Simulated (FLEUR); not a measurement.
**TiHg: energy against a fixed spin moment**

Aim: the energy of TiHg as a function of its total spin moment.

Calculated with FLEUR MaX-R8.1; PBEsol; all-electron FLAPW, Dirac cores, scalar-relativistic bands.

## (1) The starting structure

Symmetry: P4/mmm, No. 123, tetragonal system. Conventional cell: a = 3.009 Å, b = 3.009 Å, c = 4.041 Å, α = 90.00°, β = 90.00°, γ = 90.00°. Nearest to Ti lie 8 Hg at 2.93 Å and 4 Ti at 3.01 Å. Nearest to Hg lie 8 Ti at 2.93 Å and 4 Hg at 3.01 Å. Farther neighbours are not listed.

## (2) Unconstrained state

The free run tells which range of moments is worth scanning.

inpgen writes inp.xml from crystal.txt; cutoffs, mixing, functional, smearing and local orbitals are then set in the file. The k list default-1 (kpts.xml, not shown) is a Γ-centred 10×10×10 mesh; where the ranks do not divide the number of points, some are split in two of half the weight.

File inp.xml:

```
<?xml version="1.0" encoding="UTF-8" standalone="no"?>
<fleurInput fleurInputVersion="0.39">
   <comment>
      TiHg
   </comment>
   <calculationSetup>
      <cutoffs Kmax="3.6" Gmax="10.8" GmaxXC="10.8" numbands="0"/>
      <scfLoop itmax="90" minDistance="0.00002" maxIterBroyd="15" imix="Anderson" alpha="0.05" precondParam="0.0" spinf="2.0" sdNocoIR="T"/>
      <coreElectrons ctail="T" frcor="F" kcrel="0" coretail_lmax="0"/>
      <xcFunctional name="PBEs" relativisticCorrections="F"/>
      <magnetism jspins="2"/>
      <soc l_soc="F" theta="0.0" phi="0.0" spav="F"/>
      <expertModes spex="0" secvar="F"/>
      <geometryOptimization l_f="F" forcealpha="1.0" forcemix="BFGS" epsdisp="0.00001" epsforce="0.00001"/>
      <ldaU l_linMix="F" mixParam="0.05" spinf="1.0"/>
   </calculationSetup>
   <cell>
      <bzIntegration valenceElectrons="30.0" mode="hist" fermiSmearingEnergy="0.00110248">
         <kPointListSelection listName="default-1"/>
         <xi:include xmlns:xi="http://www.w3.org/2001/XInclude" href="kpts.xml"> </xi:include>
      </bzIntegration>
      <xi:include xmlns:xi="http://www.w3.org/2001/XInclude" href="sym.xml"> </xi:include>
      <bulkLattice scale="1.0">
         <bravaisMatrix>
            <row-1>    5.6861859089213995     0.0000000000000000     0.0000000000000000</row-1>
            <row-2>    0.0000000000000000     5.6861859089213995     0.0000000000000000</row-2>
            <row-3>    0.0000000000000000     0.0000000000000000     7.6363832695086007</row-3>
         </bravaisMatrix>
      </bulkLattice>
   </cell>
   <atomSpecies>
      <species name="Titanium (1.001" element="Ti" atomicNumber="22">
         <mtSphere radius="2.7" gridPoints="893" logIncrement="0.014"/>
         <atomicCutoffs lmax="10" lnonsphr="8"/>
         <electronConfig flipSpins="F">
            <coreConfig>(1s1/2) (2s1/2) (2p1/2) (2p3/2)</coreConfig>
            <valenceConfig>(3s1/2) (3p1/2) (3p3/2) (4s1/2) (3d3/2) (3d5/2)</valenceConfig>
            <stateOccupation state="(3d3/2)" spinUp="0.4" spinDown="0.4"/>
            <stateOccupation state="(3d5/2)" spinUp="1.1005" spinDown="0.0995"/>
         </electronConfig>
         <energyParameters s="4" p="4" d="3" f="4"/>
         <lo type="SCLO" l="0" n="3" eDeriv="0"/>
         <lo type="SCLO" l="1" n="3" eDeriv="0"/>
      </species>
      <species name="Mercury (Hg)" element="Hg" atomicNumber="80">
         <mtSphere radius="2.7" gridPoints="893" logIncrement="0.015"/>
         <atomicCutoffs lmax="10" lnonsphr="8"/>
         <electronConfig flipSpins="F">
            <coreConfig>(1s1/2) (2s1/2) (2p1/2) (2p3/2) (3s1/2) (3p1/2) (3p3/2) (4s1/2) (3d3/2) (3d5/2) (4p1/2) (4p3/2) (5s1/2) (4d3/2) (4d5/2) (4f5/2) (4f7/2)</coreConfig>
            <valenceConfig>(5p1/2) (5p3/2) (6s1/2) (5d3/2) (5d5/2)</valenceConfig>
         </electronConfig>
         <energyParameters s="6" p="6" d="5" f="5"/>
         <lo type="SCLO" l="1" n="5" eDeriv="0"/>
      </species>
   </atomSpecies>
   <atomGroups>
      <atomGroup species="Titanium (1.001">
         <relPos label="                   1">1.000/2.000 1.000/2.000 1.000/2.000</relPos>
         <force calculate="T" relaxXYZ="TTT"/>
      </atomGroup>
      <atomGroup species="Mercury (Hg)">
         <relPos label="                   2">.0000000000 .0000000000 .0000000000</relPos>
         <force calculate="T" relaxXYZ="TTT"/>
      </atomGroup>
   </atomGroups>
   <output dos="F" band="F" slice="F">
      <bandDOS minEnergy="-.5*Htr" maxEnergy="0.5*Htr" sigma="0.015" storeEVData="T"/>
      <plotting iplot="0" polar="F">
         <plot TwoD="T" vec1="  1.0  0.0  0.0" vec2="  0.0  1.0  0.0" vec3="  0.0  0.0  1.0" zero="  0.0  0.0  0.0" file="plot"/>
      </plotting>
      <moessbauerParams electricFieldGradient="F" isomerShift="F" coreHyperfine="F" valenceHyperfine="F"/>
   </output>
</fleurInput>
```

File crystal.txt:

```
TiHg
&input film=F cartesian=F /
3.00900000000  0.00000000000  0.00000000000
0.00000000000  3.00900000000  0.00000000000
0.00000000000  0.00000000000  4.04100000000
1.8897261246
1.0 1.0 1.0

2
22 0.50000000000  0.50000000000  0.50000000000 : 1.001
80 0.00000000000  0.00000000000  0.00000000000

&kpt div1=10 div2=10 div3=10 gamma=T /
```

Started as:

```console
$ OMP_NUM_THREADS=1 inpgen -f crystal.txt > inpgen.log  # inp.xml is then edited as shown
$ OMP_NUM_THREADS=1 mpirun -n 2 fleur_MPI > fleur.log
```

What it wrote:

```text
Welcome to FLEUR        (www.flapw.de)
      MaX-Release 8.1          (www.max-centre.eu)

 ========== k-point set info ==========
 Selected k-point list: default-1
 k-point list type: mesh
 10 x 10 x 10
 Number of k points: 126

 ------------Calculation Setup---------------------------
 Number of MPI-tasks      :            2
 Number of PE/node        :            2
 Number of OMP-threads    :            1
 k-points in parallel     :            2
 pe's per k-point         :            1
 No of k-point loops      :           63
 Eigenvalue solver        :       lapack
 Number of basis functions:          225
 Approximate size of matrices (H+S) per k-point:         0.001 GB
 --------------------------------------------------------
 Iteration:     1   Distance:      16.07242554 me/bohr^3
 Iteration:     2   Distance:      13.71619712 me/bohr^3
 Iteration:     3   Distance:       7.06541951 me/bohr^3
 Iteration:     4   Distance:       4.99084968 me/bohr^3
 Iteration:     5   Distance:       3.38013099 me/bohr^3
 Iteration:     6   Distance:       1.57850811 me/bohr^3
 Iteration:     7   Distance:       0.87297796 me/bohr^3
 Iteration:     8   Distance:       0.43668853 me/bohr^3
 Iteration:     9   Distance:       0.36037765 me/bohr^3
 Iteration:    10   Distance:       0.17151676 me/bohr^3
[... 12 iterations left out ...]
 Iteration:    23   Distance:       0.00262145 me/bohr^3
 Iteration:    24   Distance:       0.00224710 me/bohr^3
 Iteration:    25   Distance:       0.00045827 me/bohr^3
 Iteration:    26   Distance:       0.00021958 me/bohr^3
 Iteration:    27   Distance:       0.00022553 me/bohr^3
 Iteration:    28   Distance:       0.00003723 me/bohr^3
 Iteration:    29   Distance:       0.00007367 me/bohr^3
 Iteration:    30   Distance:       0.00007248 me/bohr^3
 Iteration:    31   Distance:       0.00002734 me/bohr^3
 Iteration:    32   Distance:       0.00001845 me/bohr^3

 ********************************************************************
 Run finished successfully
 Stop message:
   all done
 ********************************************************************

--- out.xml (last complete iteration) ---
<iteration numberForCurrentRun="   32" overallNumber="   32">
         [... left out ...]
         <bandgap value="0.0056793372" units="eV"/>
         <sumValenceSingleParticleEnergies value="-18.1851178821" units="Htr"/>
         <FermiEnergy value="0.3595740189" units="Htr"/>
         <valenceDensity>
            <mtCharges spin="1">
               <mtCharge atomType="1" total="5.6794580" s="1.1654192" p="3.1751161" d="1.3167031" f="0.0165905"/>
               <mtCharge atomType="2" total="8.5154937" s="0.4550328" p="3.3544778" d="4.6853916" f="0.0163478"/>
            </mtCharges>
            <mtCharges spin="2">
               <mtCharge atomType="1" total="5.2092712" s="1.1585379" p="3.1545972" d="0.8753927" f="0.0155210"/>
               <mtCharge atomType="2" total="8.4948505" s="0.4617559" p="3.3454123" d="4.6714602" f="0.0127951"/>
            </mtCharges>
            <spinDependentCharge spin="1" total="15.2829717" interstitial="1.0880200" mtSpheres="14.1949517"/>
            <spinDependentCharge spin="2" total="14.7170283" interstitial="1.0129066" mtSpheres="13.7041216"/>
            <totalCharge value="30.0000000000"/>
         </valenceDensity>
         [... left out ...]
         <allElectronCharges>
            <spinDependentCharge spin="1" total="51.2829717" interstitial="1.0880784" mtSpheres="50.1948934"/>
            <spinDependentCharge spin="2" total="50.7170283" interstitial="1.0129650" mtSpheres="49.7040633"/>
            <totalCharge value="101.9999999923"/>
         </allElectronCharges>
         <magneticMomentsInMTSpheres units="muBohr">
            <globalMagMoment atomType="1" vec="0.00000   0.00000   0.47019"/>
            <localMagMoment atomType="1" vec="0.00000   0.00000   0.47019"/>
            <globalMagMoment atomType="2" vec="0.00000   0.00000   0.02064"/>
            <localMagMoment atomType="2" vec="0.00000   0.00000   0.02064"/>
         </magneticMomentsInMTSpheres>
         <moessbauerParams unitsHFF="kG" unitsIS="e/bohr^3" unitsEFG="Htr/bohr^2">
         </moessbauerParams>
         <totalEnergy value="   -20509.3015545383" units="Htr">
            <sumOfEigenvalues value="   -12602.5174182883">
               <coreElectrons value="-12584.3323004062"/>
               <valenceElectrons value="-18.1851178821"/>
            </sumOfEigenvalues>
            <densityCoulombPotentialIntegral value="-35604.8800773402"/>
            <densityEffectivePotentialIntegral value="-36143.9634795662"/>
            <chargeDenXCDenIntegral value="-409.5105550506"/>
            <FockExchangeEnergyValence value="0.0000000000"/>
            <FockExchangeEnergyCore value="0.0000000000"/>
            <atomTypeDependentContributions atomType="1">
               <electronNucleiInteractionDifferentMTs value="1012.2975744071"/>
               <MadelungTerm value="-8.4277434544"/>
            </atomTypeDependentContributions>
            <atomTypeDependentContributions atomType="2">
               <electronNucleiInteractionDifferentMTs value="24788.6966211637"/>
               <MadelungTerm value="-29.3750830702"/>
            </atomTypeDependentContributions>
            <tkbTimesEntropy value="0.0002771750"/>
            <freeEnergy value="-20509.3018317133"/>
            <extrapolationTo0K value="-20509.3016931258"/>
         </totalEnergy>
         <densityConvergence units="me/bohr^3">
            <chargeDensity spin="1" distance="0.0000096973"/>
            <chargeDensity spin="2" distance="0.0000139653"/>
            <overallChargeDensity distance="0.0000154214"/>
            <spinDensity distance="0.0000184476"/>
         </densityConvergence>
      </iteration>
```

Elapsed: 78 s, on 2 MPI ranks of Arm Neoverse V2, shared host; peak memory 0.18 GiB.

Read from the output:

| Property | Result |
| --- | --- |
| free energy | -558086.5338 eV |
| program's band gap on this mesh (in a metal only a level spacing) | 0.005679 eV |
| magnetization | 0.5659 μB |
| final state | ferromagnetic |
| largest moment | 0.4702 μB |

After 32 cycles the largest moment stands at 0.470 μB.

## (3) No spin polarisation

inp.xml: that of step 2 with these lines changed.

```diff
@@ -10,3 +10,3 @@
       <xcFunctional name="PBEs" relativisticCorrections="F"/>
-      <magnetism jspins="2"/>
+      <magnetism jspins="1"/>
       <soc l_soc="F" theta="0.0" phi="0.0" spav="F"/>
@@ -31,3 +31,3 @@
    <atomSpecies>
-      <species name="Titanium (1.001" element="Ti" atomicNumber="22">
+      <species name="Titanium (Ti)" element="Ti" atomicNumber="22">
          <mtSphere radius="2.7" gridPoints="893" logIncrement="0.014"/>
@@ -37,4 +37,4 @@
             <valenceConfig>(3s1/2) (3p1/2) (3p3/2) (4s1/2) (3d3/2) (3d5/2)</valenceConfig>
-            <stateOccupation state="(3d3/2)" spinUp="0.4" spinDown="0.4"/>
-            <stateOccupation state="(3d5/2)" spinUp="1.1005" spinDown="0.0995"/>
+            <stateOccupation state="(3d3/2)" spinUp="0.400000" spinDown="0.400000"/>
+            <stateOccupation state="(3d5/2)" spinUp="0.600000" spinDown="0.600000"/>
          </electronConfig>
@@ -56,3 +56,3 @@
    <atomGroups>
-      <atomGroup species="Titanium (1.001">
+      <atomGroup species="Titanium (Ti)">
          <relPos label="                   1">1.000/2.000 1.000/2.000 1.000/2.000</relPos>
```

crystal.txt: that of step 2 with these lines changed.

```diff
@@ -9,3 +9,3 @@
 2
-22 0.50000000000  0.50000000000  0.50000000000 : 1.001
+22 0.50000000000  0.50000000000  0.50000000000
 80 0.00000000000  0.00000000000  0.00000000000
```

What it wrote:

```text
[banner, memory and clock lines left out]
Welcome to FLEUR        (www.flapw.de)
      MaX-Release 8.1          (www.max-centre.eu)

 ========== k-point set info ==========
 Selected k-point list: default-1
 k-point list type: mesh
 10 x 10 x 10
 Number of k points: 126

 [... set-up left out ...]
 Iteration:     1   Distance:      17.50126228 me/bohr^3
 Iteration:     2   Distance:      15.02822561 me/bohr^3
 Iteration:     3   Distance:       7.55143079 me/bohr^3
 Iteration:     4   Distance:       4.98362517 me/bohr^3
 Iteration:     5   Distance:       3.58452867 me/bohr^3
 Iteration:     6   Distance:       1.36721813 me/bohr^3
 Iteration:     7   Distance:       0.86618887 me/bohr^3
 Iteration:     8   Distance:       0.20375292 me/bohr^3
[... lines left out ...]
 Iteration:    13   Distance:       0.00332720 me/bohr^3
 Iteration:    14   Distance:       0.00020959 me/bohr^3
 Iteration:    15   Distance:       0.00006758 me/bohr^3
 Iteration:    16   Distance:       0.00005914 me/bohr^3
 Iteration:    17   Distance:       0.00002693 me/bohr^3
 Iteration:    18   Distance:       0.00000934 me/bohr^3

 ********************************************************************
 Run finished successfully
 Stop message:
   all done
 ********************************************************************

--- out.xml (last complete iteration) ---
<iteration numberForCurrentRun="   18" overallNumber="   18">
         [... left out ...]
         <bandgap value="0.0039036232" units="eV"/>
         <sumValenceSingleParticleEnergies value="-18.1920488342" units="Htr"/>
         <FermiEnergy value="0.3573245171" units="Htr"/>
         [... left out ...]
         <totalEnergy value="   -20509.3011388660" units="Htr">
            <sumOfEigenvalues value="   -12602.5734263916">
               <coreElectrons value="-12584.3813775574"/>
               <valenceElectrons value="-18.1920488342"/>
            </sumOfEigenvalues>
         [... left out ...]
            <freeEnergy value="-20509.3015062132"/>
            <extrapolationTo0K value="-20509.3013225396"/>
         </totalEnergy>
         <densityConvergence units="me/bohr^3">
            <chargeDensity spin="1" distance="0.0000093399"/>
         </densityConvergence>
      </iteration>
```

It took 26 s on 2 MPI ranks; peak memory 0.15 GiB; 51 s of CPU time.

This step gave:

| Quantity | Value |
| --- | --- |
| free energy | -558086.5249 eV |
| program's band gap on this mesh (in a metal only a level spacing) | 0.003904 eV |
| final state | non-magnetic (no spin polarisation) |

Its energy lies +8.9 meV a cell from the free run's.

## (4) Moment fixed at 0.583 μB

Two Fermi energies hold the total moment; the run starts from the free run's density.

inp.xml: that of step 3 with these lines changed.

```diff
@@ -10,3 +10,3 @@
       <xcFunctional name="PBEs" relativisticCorrections="F"/>
-      <magnetism jspins="1"/>
+      <magnetism jspins="2" fixed_moment="0.583"/>
       <soc l_soc="F" theta="0.0" phi="0.0" spav="F"/>
@@ -31,3 +31,3 @@
    <atomSpecies>
-      <species name="Titanium (Ti)" element="Ti" atomicNumber="22">
+      <species name="Titanium (1.001" element="Ti" atomicNumber="22">
          <mtSphere radius="2.7" gridPoints="893" logIncrement="0.014"/>
@@ -37,4 +37,4 @@
             <valenceConfig>(3s1/2) (3p1/2) (3p3/2) (4s1/2) (3d3/2) (3d5/2)</valenceConfig>
-            <stateOccupation state="(3d3/2)" spinUp="0.400000" spinDown="0.400000"/>
-            <stateOccupation state="(3d5/2)" spinUp="0.600000" spinDown="0.600000"/>
+            <stateOccupation state="(3d3/2)" spinUp="0.4" spinDown="0.4"/>
+            <stateOccupation state="(3d5/2)" spinUp="1.1005" spinDown="0.0995"/>
          </electronConfig>
@@ -56,3 +56,3 @@
    <atomGroups>
-      <atomGroup species="Titanium (Ti)">
+      <atomGroup species="Titanium (1.001">
          <relPos label="                   1">1.000/2.000 1.000/2.000 1.000/2.000</relPos>
```

Started as:

```console
$ OMP_NUM_THREADS=1 mpirun -n 2 fleur_MPI > fleur.log
```

What it wrote:

```text
[banner, memory and clock lines left out]
Welcome to FLEUR        (www.flapw.de)
      MaX-Release 8.1          (www.max-centre.eu)

 ========== k-point set info ==========
 Selected k-point list: default-1
 k-point list type: mesh
 10 x 10 x 10
 Number of k points: 126

 [... set-up left out ...]
 Iteration:     1   Distance:       0.15112222 me/bohr^3
 Iteration:     2   Distance:       0.14435648 me/bohr^3
 Iteration:     3   Distance:       0.01987552 me/bohr^3
 Iteration:     4   Distance:       0.01037467 me/bohr^3
 Iteration:     5   Distance:       0.00670587 me/bohr^3
 Iteration:     6   Distance:       0.00663159 me/bohr^3
 Iteration:     7   Distance:       0.00212195 me/bohr^3
 Iteration:     8   Distance:       0.00110928 me/bohr^3
 Iteration:     9   Distance:       0.00091549 me/bohr^3
 Iteration:    10   Distance:       0.00038107 me/bohr^3
 Iteration:    11   Distance:       0.00010467 me/bohr^3
 Iteration:    12   Distance:       0.00006069 me/bohr^3
 Iteration:    13   Distance:       0.00005777 me/bohr^3
 Iteration:    14   Distance:       0.00000786 me/bohr^3

 ********************************************************************
 Run finished successfully
 Stop message:
   all done
 ********************************************************************

--- out.xml (last complete iteration) ---
<iteration numberForCurrentRun="   14" overallNumber="   46">
         [... left out ...]
         <bandgap value="0.0066112356" units="eV"/>
         <sumValenceSingleParticleEnergies value="-9.0324988313" units="Htr"/>
         <bandgap value="0.0069327520" units="eV"/>
         <sumValenceSingleParticleEnergies value="-18.1846621012" units="Htr"/>
         <FermiEnergy value="0.3596294087" units="Htr"/>
         <FixedTotalMoment fermiEnergyUp="0.3597725188" fermiEnergyDown="0.3596294087" units="Htr"/>
         [... left out ...]
         <magneticMomentsInMTSpheres units="muBohr">
            <globalMagMoment atomType="1" vec="0.00000   0.00000   0.48429"/>
            <globalMagMoment atomType="2" vec="0.00000   0.00000   0.02131"/>
         </magneticMomentsInMTSpheres>
         [... left out ...]
         <totalEnergy value="   -20509.3015529839" units="Htr">
            <sumOfEigenvalues value="   -12602.5147761642">
               <coreElectrons value="-12584.3301140630"/>
               <valenceElectrons value="-18.1846621012"/>
            </sumOfEigenvalues>
         [... left out ...]
            <freeEnergy value="-20509.3018318104"/>
            <extrapolationTo0K value="-20509.3016923972"/>
         </totalEnergy>
         <densityConvergence units="me/bohr^3">
            <chargeDensity spin="1" distance="0.0000021874"/>
            <chargeDensity spin="2" distance="0.0000059464"/>
            <overallChargeDensity distance="0.0000043059"/>
            <spinDensity distance="0.0000078581"/>
         </densityConvergence>
      </iteration>
```

Wall time 34 s (2 MPI ranks); peak memory 0.13 GiB; 68 s of CPU time.

Numbers from this step:

| Item | Value |
| --- | --- |
| magnetization | 0.583 μB |

Its energy lies -0.0 meV a cell from the free run's.

(Continued in part 2 of 2.)

[Logs and program files are shortened in this print: banners, set-up blocks, solver, clock and traceback lines can be left out without a mark of their own.]

[Logs are printed without paths, hosts, clocks, repeated set-up lines and the standing remarks that a program may print on its own settings, such as how far it seeks lower states.]

[Hosts, paths, dates, database ids (printed as entryN), source tags and the programs' standing remarks are cut or masked in the printed files.]

[Where a cell is said to come from a database of computed structures, the database is the Materials Project.]
